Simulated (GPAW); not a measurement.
# Cu K ELNES/XANES of MgCu2S2 (R3m) from DFT, part 2 of 2

Wanted: the Cu K-edge spectrum of MgCu2S2 (R3m), site by site, with its photon-energy scale.

GPAW 26.7.0; X-ray absorption from dipole matrix elements to empty bands, plane-wave PAW RPBE.

So far. Step 6 (Spectrum with XCH, Cu atom 1): Main maxima below 29 eV (height): 1.6 eV (0.80), 4.2 eV (1.05), 8.0 eV (1.35), 20.0 eV (1.08) and 28.0 eV (1.24).  Step 6 (Spectrum with XCH, Cu atom 1): The total-energy difference is 9012.02 eV. One term is added: -29.93 eV, since the hole is spin-paired here and a spin-polarised one costs that much less in the free atom (computed apart). The photon energy is then 8982.09 eV. The tabulated edge of the element is 8979 eV.

**7. Spectrum with XCH, Cu atom 2**

The holes are 6.7 Å apart. The excited electron is kept in the cell, where it fills the lowest empty states and screens the hole. After the field has converged, empty bands are computed with the density fixed and the dipole matrix elements are summed.

The input, xas.py:

```python
import numpy as np
from ase import Atoms
from ase.parallel import parprint, paropen
from gpaw import GPAW, PW, FermiDirac, Mixer, MixerDif, setup_paths
from gpaw.test import gen
setup_paths.insert(0, '.')
gen('Cu', name='fch1s', xcname='RPBE', corehole=(1, 0, 1), write_xml=True)
from gpaw.mpi import world
world.barrier()

atoms = Atoms('Cu6S6Mg3',
    cell=[[0, 6.72139129, 0],
     [5.82089561, 3.36069564, 0],
     [-1.94029854, -1.12023188, -6.78632095]],
    scaled_positions=[[0, 0.84330155, 0.52990465],
     [0.33333333, 0.17663488, 0.52990465],
     [0.66666667, 0.50996822, 0.52990465],
     [0, 0.39242302, 0.17726906],
     [0.33333333, 0.72575635, 0.17726906],
     [0.66666667, 0.05908969, 0.17726906],
     [0, 0.50442852, 0.51328556],
     [0.33333333, 0.83776185, 0.51328556],
     [0.66666667, 0.17109519, 0.51328556],
     [0, 0.01324649, 0.03973947],
     [0.33333333, 0.34657982, 0.03973947],
     [0.66666667, 0.67991316, 0.03973947],
     [0, 0.62239376, 0.86718128],
     [0.33333333, 0.95572709, 0.86718128],
     [0.66666667, 0.28906043, 0.86718128]],
    pbc=True)
atoms.calc = calc = GPAW(legacy_gpaw=True, mode=PW(430, force_complex_dtype=True), xc='RPBE', setups={3: 'fch1s'},
    kpts={'size': (3, 3, 3), 'gamma': True}, occupations=FermiDirac(0.1),
    charge=-1, mixer=Mixer(0.1, 5, 50), maxiter=150,
    convergence={'density': 0.0001, 'eigenstates': 1e-6}, txt='scf.txt')
energy = atoms.get_potential_energy() + calc.get_reference_energy()
ef = calc.get_fermi_level()
out = dict(energy=energy, fermi=ef, forces=atoms.get_forces().tolist())
parprint(f'all-electron energy {energy:.4f} eV, Fermi level {ef:.4f} eV')
ev = np.array([[calc.get_eigenvalues(k, s) for k in range(len(calc.get_ibz_k_points()))] for s in range(calc.get_number_of_spins())])
out['homo'], out['lumo'], out['counts'] = ev[ev < ef].max(), ev[ev > ef].min(), sorted(set((ev < ef).sum((0, 2)).tolist()))
out['filled'] = (ev[:, 0] < ef).sum(1).tolist()

from ase.units import Ha
from gpaw.xas import dipole_matrix_elements
nb = int(calc.get_number_of_electrons() / 2) + 160
top, nb = nb, nb + 8 + nb // 12
nscf = calc.fixed_density(kpts={'size': (3, 3, 3), 'gamma': True}, nbands=nb,
    convergence={'bands': top, 'eigenstates': 5e-3}, maxiter=60, txt='nscf.txt')
cell = atoms.cell.array
ops = [cell.T @ U.T @ np.linalg.inv(cell.T) for U in nscf.wfs.kd.symmetry.op_scc]
E = np.arange(-6, 34, 0.1)
fwhm = np.interp(E, [4, 25], [1.55, 3.5])
Y, X, zero, highest = 0, 0, 1e9, 1e9
for spin in range(nscf.get_number_of_spins()):
    wfs = nscf.wfs
    mine = wfs.bd.get_slice()  # this rank's bands
    A = dipole_matrix_elements(wfs.setups[3])
    eps = np.zeros((wfs.kd.nibzkpts, nb))
    d = np.zeros((3, A.shape[1], wfs.kd.nibzkpts, nb), complex)
    for kpt in wfs.kpt_u:
        if kpt.s == spin and 3 in kpt.P_ani:
            eps[kpt.k, mine] = kpt.eps_n * Ha
            d[:, :, kpt.k, mine] = (kpt.weight * wfs.nspins / 2) ** 0.5 * np.inner(A, kpt.P_ani[3])
    world.sum(eps)
    world.sum(d)
    T = np.einsum('amkn,bmkn->abkn', d, d.conj()).real
    T = sum(np.einsum('ai,ijkn,bj->abkn', R, T, R) for R in ops) / len(ops)
    empty = eps > ef
    zero, highest = min(zero, eps[empty].min()), min(highest, eps[:, top - 1].min())
    lines = [(eps, T, empty)] if spin == 0 else lines + [(eps, T, empty)]
for eps, T, empty in lines:
    f = np.einsum('aakn->akn', T).reshape(3, -1)
    x = eps.ravel() - zero
    w = np.interp(x, E, fwhm) / 2.35482
    g = np.exp(-0.5 * ((E[:, None] - x) / w) ** 2) / (w * (2 * np.pi) ** 0.5)
    Y = Y + (f * empty.ravel()) @ g.T
    X = X + (f * ~empty.ravel()) @ g.T
out.update(E=E.round(2).tolist(), xas=Y.tolist(), xes=X.tolist(), zero=zero, valid=highest - zero, nk=len(eps), nb=nb)
for i in range(0, len(E), 10):
    parprint(f'{E[i]:7.2f}', *(f'{v:10.3e}' for v in Y[:, i]))
import json
with paropen('out.json', 'w') as f:
    json.dump(out, f)
```

On the command line:

```bash
$ OMP_NUM_THREADS=1 mpirun -n 4 gpaw python xas.py
```

Wall time 2.1 min (4 MPI ranks of Intel Xeon Platinum 8375C at 2.90GHz (Ice Lake), shared host); peak memory 0.53 GiB; 8.3 min of CPU time.

The Cu K spectrum, Cu atom 2, excited-electron core hole (neutral cell) (energy from the lowest empty level; intensity scaled to a mean of 1 over the first 20 eV; polarised curves are means over the symmetry-equivalent atoms):

```csv
E (eV),isotropic,ε ⊥ c,ε ∥ c
-2.00,0.00,0.00,0.00
-1.25,0.02,0.02,0.02
-0.50,0.14,0.15,0.12
0.25,0.38,0.41,0.33
1.00,0.56,0.58,0.50
1.75,0.74,0.78,0.65
2.50,0.99,1.06,0.84
3.25,1.20,1.26,1.08
4.00,1.27,1.33,1.14
4.75,1.14,1.16,1.11
5.50,1.03,1.02,1.05
6.25,0.93,0.92,0.94
7.00,0.86,0.87,0.86
7.75,0.90,0.91,0.88
8.50,0.94,0.93,0.95
9.25,0.96,0.96,0.97
10.00,0.96,0.99,0.89
10.75,0.97,1.06,0.81
11.50,1.06,1.16,0.85
12.25,1.15,1.22,1.01
13.00,1.21,1.21,1.19
13.75,1.22,1.20,1.27
14.50,1.20,1.17,1.26
15.25,1.15,1.11,1.23
16.00,1.11,1.06,1.22
16.75,1.07,1.01,1.20
17.50,1.01,0.96,1.13
18.25,0.95,0.91,1.03
19.00,0.90,0.88,0.95
19.75,0.89,0.87,0.92
20.50,0.89,0.88,0.93
21.25,0.91,0.89,0.94
22.00,0.91,0.90,0.95
22.75,0.91,0.89,0.94
23.50,0.90,0.90,0.90
24.25,0.91,0.94,0.85
25.00,0.94,1.00,0.81
25.75,0.97,1.06,0.79
26.50,0.98,1.08,0.79
27.25,0.98,1.05,0.83
28.00,0.96,0.99,0.92
28.75,0.97,0.93,1.05
29.50,0.99,0.89,1.17
```

Main maxima below 29 eV (height): 3.8 eV (1.27), 13.6 eV (1.22) and 26.6 eV (0.98). 

The total-energy difference is 9012.18 eV. With the free-atom term of -29.93 eV for this edge, the photon energy is 8982.25 eV.

**8. Reference energy of the supercell**

The cutoff changes for the next run, so it gets a reference energy of its own.

The input, scf.py:

```python
import numpy as np
from ase import Atoms
from ase.parallel import parprint, paropen
from gpaw import GPAW, PW, FermiDirac, Mixer, MixerDif, setup_paths
from gpaw.test import gen
setup_paths.insert(0, '.')
gen('Cu', name='nch1s', xcname='RPBE', corehole=(1, 0, 0), write_xml=True)
from gpaw.mpi import world
world.barrier()

atoms = Atoms('Cu6S6Mg3',
    cell=[[0, 6.72139129, 0],
     [5.82089561, 3.36069564, 0],
     [-1.94029854, -1.12023188, -6.78632095]],
    scaled_positions=[[0, 0.84330155, 0.52990465],
     [0.33333333, 0.17663488, 0.52990465],
     [0.66666667, 0.50996822, 0.52990465],
     [0, 0.39242302, 0.17726906],
     [0.33333333, 0.72575635, 0.17726906],
     [0.66666667, 0.05908969, 0.17726906],
     [0, 0.50442852, 0.51328556],
     [0.33333333, 0.83776185, 0.51328556],
     [0.66666667, 0.17109519, 0.51328556],
     [0, 0.01324649, 0.03973947],
     [0.33333333, 0.34657982, 0.03973947],
     [0.66666667, 0.67991316, 0.03973947],
     [0, 0.62239376, 0.86718128],
     [0.33333333, 0.95572709, 0.86718128],
     [0.66666667, 0.28906043, 0.86718128]],
    pbc=True)
atoms.calc = calc = GPAW(legacy_gpaw=True, mode=PW(300, force_complex_dtype=True), xc='RPBE', setups={0: 'nch1s'},
    kpts={'size': (3, 3, 3), 'gamma': True}, occupations=FermiDirac(0.1),
    charge=0, mixer=Mixer(0.1, 5, 50), maxiter=150,
    convergence={'density': 0.0001, 'eigenstates': 1e-6}, txt='scf.txt')
energy = atoms.get_potential_energy() + calc.get_reference_energy()
ef = calc.get_fermi_level()
out = dict(energy=energy, fermi=ef, forces=atoms.get_forces().tolist())
parprint(f'all-electron energy {energy:.4f} eV, Fermi level {ef:.4f} eV')
ev = np.array([[calc.get_eigenvalues(k, s) for k in range(len(calc.get_ibz_k_points()))] for s in range(calc.get_number_of_spins())])
out['homo'], out['lumo'], out['counts'] = ev[ev < ef].max(), ev[ev > ef].min(), sorted(set((ev < ef).sum((0, 2)).tolist()))
out['filled'] = (ev[:, 0] < ef).sum(1).tolist()
import json
with paropen('out.json', 'w') as f:
    json.dump(out, f)
```

On the command line:

```bash
$ OMP_NUM_THREADS=1 mpirun -n 4 gpaw python scf.py
```

Elapsed: 34 s, on 4 MPI ranks; peak memory 0.27 GiB; 2.3 min of CPU time.

Reference energy: -351740.617 eV with the cores included.

**9. Spectrum with XCH, Cu atom 1**

A test of how far the result depends on this setting.

Changed against the first core-hole run: cutoff (eV) to 300.

Changes to xas.py since step 7:

```diff
@@ -30,3 +30,3 @@
     pbc=True)
-atoms.calc = calc = GPAW(legacy_gpaw=True, mode=PW(430, force_complex_dtype=True), xc='RPBE', setups={3: 'fch1s'},
+atoms.calc = calc = GPAW(legacy_gpaw=True, mode=PW(300, force_complex_dtype=True), xc='RPBE', setups={0: 'fch1s'},
     kpts={'size': (3, 3, 3), 'gamma': True}, occupations=FermiDirac(0.1),
@@ -56,3 +56,3 @@
     mine = wfs.bd.get_slice()  # this rank's bands
-    A = dipole_matrix_elements(wfs.setups[3])
+    A = dipole_matrix_elements(wfs.setups[0])
     eps = np.zeros((wfs.kd.nibzkpts, nb))
@@ -60,5 +60,5 @@
     for kpt in wfs.kpt_u:
-        if kpt.s == spin and 3 in kpt.P_ani:
+        if kpt.s == spin and 0 in kpt.P_ani:
             eps[kpt.k, mine] = kpt.eps_n * Ha
-            d[:, :, kpt.k, mine] = (kpt.weight * wfs.nspins / 2) ** 0.5 * np.inner(A, kpt.P_ani[3])
+            d[:, :, kpt.k, mine] = (kpt.weight * wfs.nspins / 2) ** 0.5 * np.inner(A, kpt.P_ani[0])
     world.sum(eps)
```

On the command line:

```bash
$ OMP_NUM_THREADS=1 mpirun -n 4 gpaw python xas.py
```

Run time: 72 s. Hardware: 4 MPI ranks; peak memory 0.39 GiB.

```csv
E (eV),first run,this run
-2.0,0.00,0.00
-1.0,0.04,0.05
0.0,0.36,0.40
1.0,0.74,0.75
2.0,0.79,0.79
3.0,0.80,0.80
4.0,1.05,1.04
5.0,0.92,0.92
6.0,0.79,0.79
7.0,1.13,1.13
8.0,1.35,1.35
9.0,1.26,1.26
10.0,1.13,1.13
11.0,1.10,1.10
12.0,1.04,1.04
13.0,0.99,0.99
14.0,1.01,1.00
15.0,0.97,0.97
16.0,0.98,0.97
17.0,1.03,1.03
18.0,1.04,1.04
19.0,1.06,1.05
20.0,1.08,1.08
21.0,1.06,1.05
22.0,1.00,1.00
23.0,0.96,0.96
24.0,0.93,0.93
25.0,0.97,0.96
26.0,1.07,1.07
27.0,1.19,1.18
28.0,1.24,1.23
29.0,1.20,1.20
30.0,1.12,1.12
```

The scaled spectrum changes by 1 % r.m.s. The highest intensity below 24 eV stays at 8.0 eV.

The photon energy of the zero moves by +0.00 eV.

**10. What the core hole does**

Both curves are counted from their own zero, so only the shift of weight within the empty states shows.

```csv
E (eV),no hole,XCH
-2.0,0.00,0.00
-1.0,0.00,0.04
0.0,0.07,0.36
1.0,0.33,0.74
2.0,0.62,0.79
3.0,0.70,0.80
4.0,0.66,1.05
5.0,0.95,0.92
6.0,0.89,0.79
7.0,0.80,1.13
8.0,0.98,1.35
9.0,1.43,1.26
10.0,1.54,1.13
11.0,1.14,1.10
12.0,1.04,1.04
13.0,1.22,0.99
14.0,1.29,1.01
15.0,1.20,0.97
16.0,1.09,0.98
17.0,1.04,1.03
18.0,1.11,1.04
19.0,1.22,1.06
20.0,1.28,1.08
21.0,1.26,1.06
22.0,1.20,1.00
23.0,1.14,0.96
24.0,1.10,0.93
25.0,1.08,0.97
26.0,1.09,1.07
27.0,1.18,1.19
28.0,1.33,1.24
29.0,1.45,1.20
30.0,1.45,1.12
```

With each curve scaled to its own mean, the area from −2 to 6 eV with the hole is 5.1 against 3.8, and the centre of weight from −1 to 20 eV moves by -0.9 eV: the hole pulls the absorber's empty states down.

**11. The sites side by side**

```csv
atom,surroundings,onset shift (eV),energy of the highest intensity below 24 eV
1,"3 S at 2.24 Å (trigonal planar, site symmetry 3m)",+0.00,8.0
2,"1 S at 2.28 Å and 3 S at 2.43 Å (distorted tetrahedral, site symmetry 3m)",+0.16,3.8
```

On one energy scale, from the first site's zero:

```csv
E (eV),atom 1,atom 2
-2.0,0.00,0.00
-1.0,0.04,0.02
0.0,0.36,0.24
1.0,0.74,0.53
2.0,0.79,0.76
3.0,0.80,1.10
4.0,1.05,1.27
5.0,0.92,1.13
6.0,0.79,0.99
7.0,1.13,0.87
8.0,1.35,0.90
9.0,1.26,0.95
10.0,1.13,0.96
11.0,1.10,0.98
12.0,1.04,1.10
13.0,0.99,1.20
14.0,1.01,1.22
15.0,0.97,1.18
16.0,0.98,1.12
17.0,1.03,1.07
18.0,1.04,0.98
19.0,1.06,0.91
20.0,1.08,0.89
21.0,1.06,0.90
22.0,1.00,0.91
23.0,0.96,0.91
24.0,0.93,0.90
25.0,0.97,0.93
26.0,1.07,0.97
27.0,1.19,0.98
28.0,1.24,0.97
29.0,1.20,0.97
30.0,1.12,0.99
```

**12. What came out**

| Quantity | Value |
| --- | --- |
| absorber and edge | Cu K, atom 1 of the ground-state input (counted from 1) |
| surroundings | 3 S at 2.24 Å (trigonal planar, site symmetry 3m) |
| highest intensity below 24 eV | 8.0 eV above the zero, height 1.35 |
| photon energy of the zero, with the added terms | 8982.1 eV (raw 9012.0 eV; uncertain by a few eV) |

**Reading.** The Cu K edge of atom 1, with 3 S at 2.24 Å (trigonal planar, site symmetry 3m), has its highest intensity of the first 24 eV at 8.0 eV above the zero, near 8990 eV in photon energy (uncertain by a few eV), 1.3 times the mean level of the first 20 eV (Gaussian full width 1.55 eV up to 4 eV, rising linearly to 3.5 eV at 25 eV). The Cu K spectra of the 2 sites differ in shape by up to 19 % r.m.s. after the best shift, and their zeros spread over 0.16 eV. With each curve scaled to its own mean, the area from −2 to 6 eV with the hole is 5.1 against 3.8, and the centre of weight from −1 to 20 eV moves by -0.9 eV: the hole pulls the absorber's empty states down. Changing the cutoff (eV) to 300 alters the shape by 1 % r.m.s., so this setting is converged. At the Cu K edge of atom 1 polarisation matters most near 0.8 eV, where the curves differ by 1.6 on this scale. 1 further run of this session is left out of this account as redundant. The script folds with a Gaussian, whereas the core hole's own line is a Lorentzian, so the onset is too steep and the first peak too high. The unit cell's mesh shows no gap over 0.35 eV. That is right for a metallic compound; for a small-gap or correlated insulator it would be the fault of the functional or of the assumed magnetic order, and the hole would be screened too well. The mesh is coarse (0.37 Å⁻¹ between points), so small maxima may be mesh ripples. Lifetime broadening is put in by hand, and intensities beyond about 20 eV depend on it and on the partial waves. The structure is a computed Materials Project entry and may be a hypothetical form.

[Logs are printed without paths, hosts, clocks, repeated set-up lines and the standing remarks that a program may print on its own settings, such as how far it seeks lower states.]

[Hosts, paths, dates, database ids (printed as entryN), source tags and the programs' standing remarks are cut or masked in the printed files.]

[Lists of maxima count a maximum above −3 eV only where it reaches 4 % of the highest in the window and stands out from its surroundings by 2 % of it (1.5 % where it reaches 55 %); shoulders and weaker maxima are passed over, and of the rest the first, up to two pre-edge ones and the few strongest are named.]
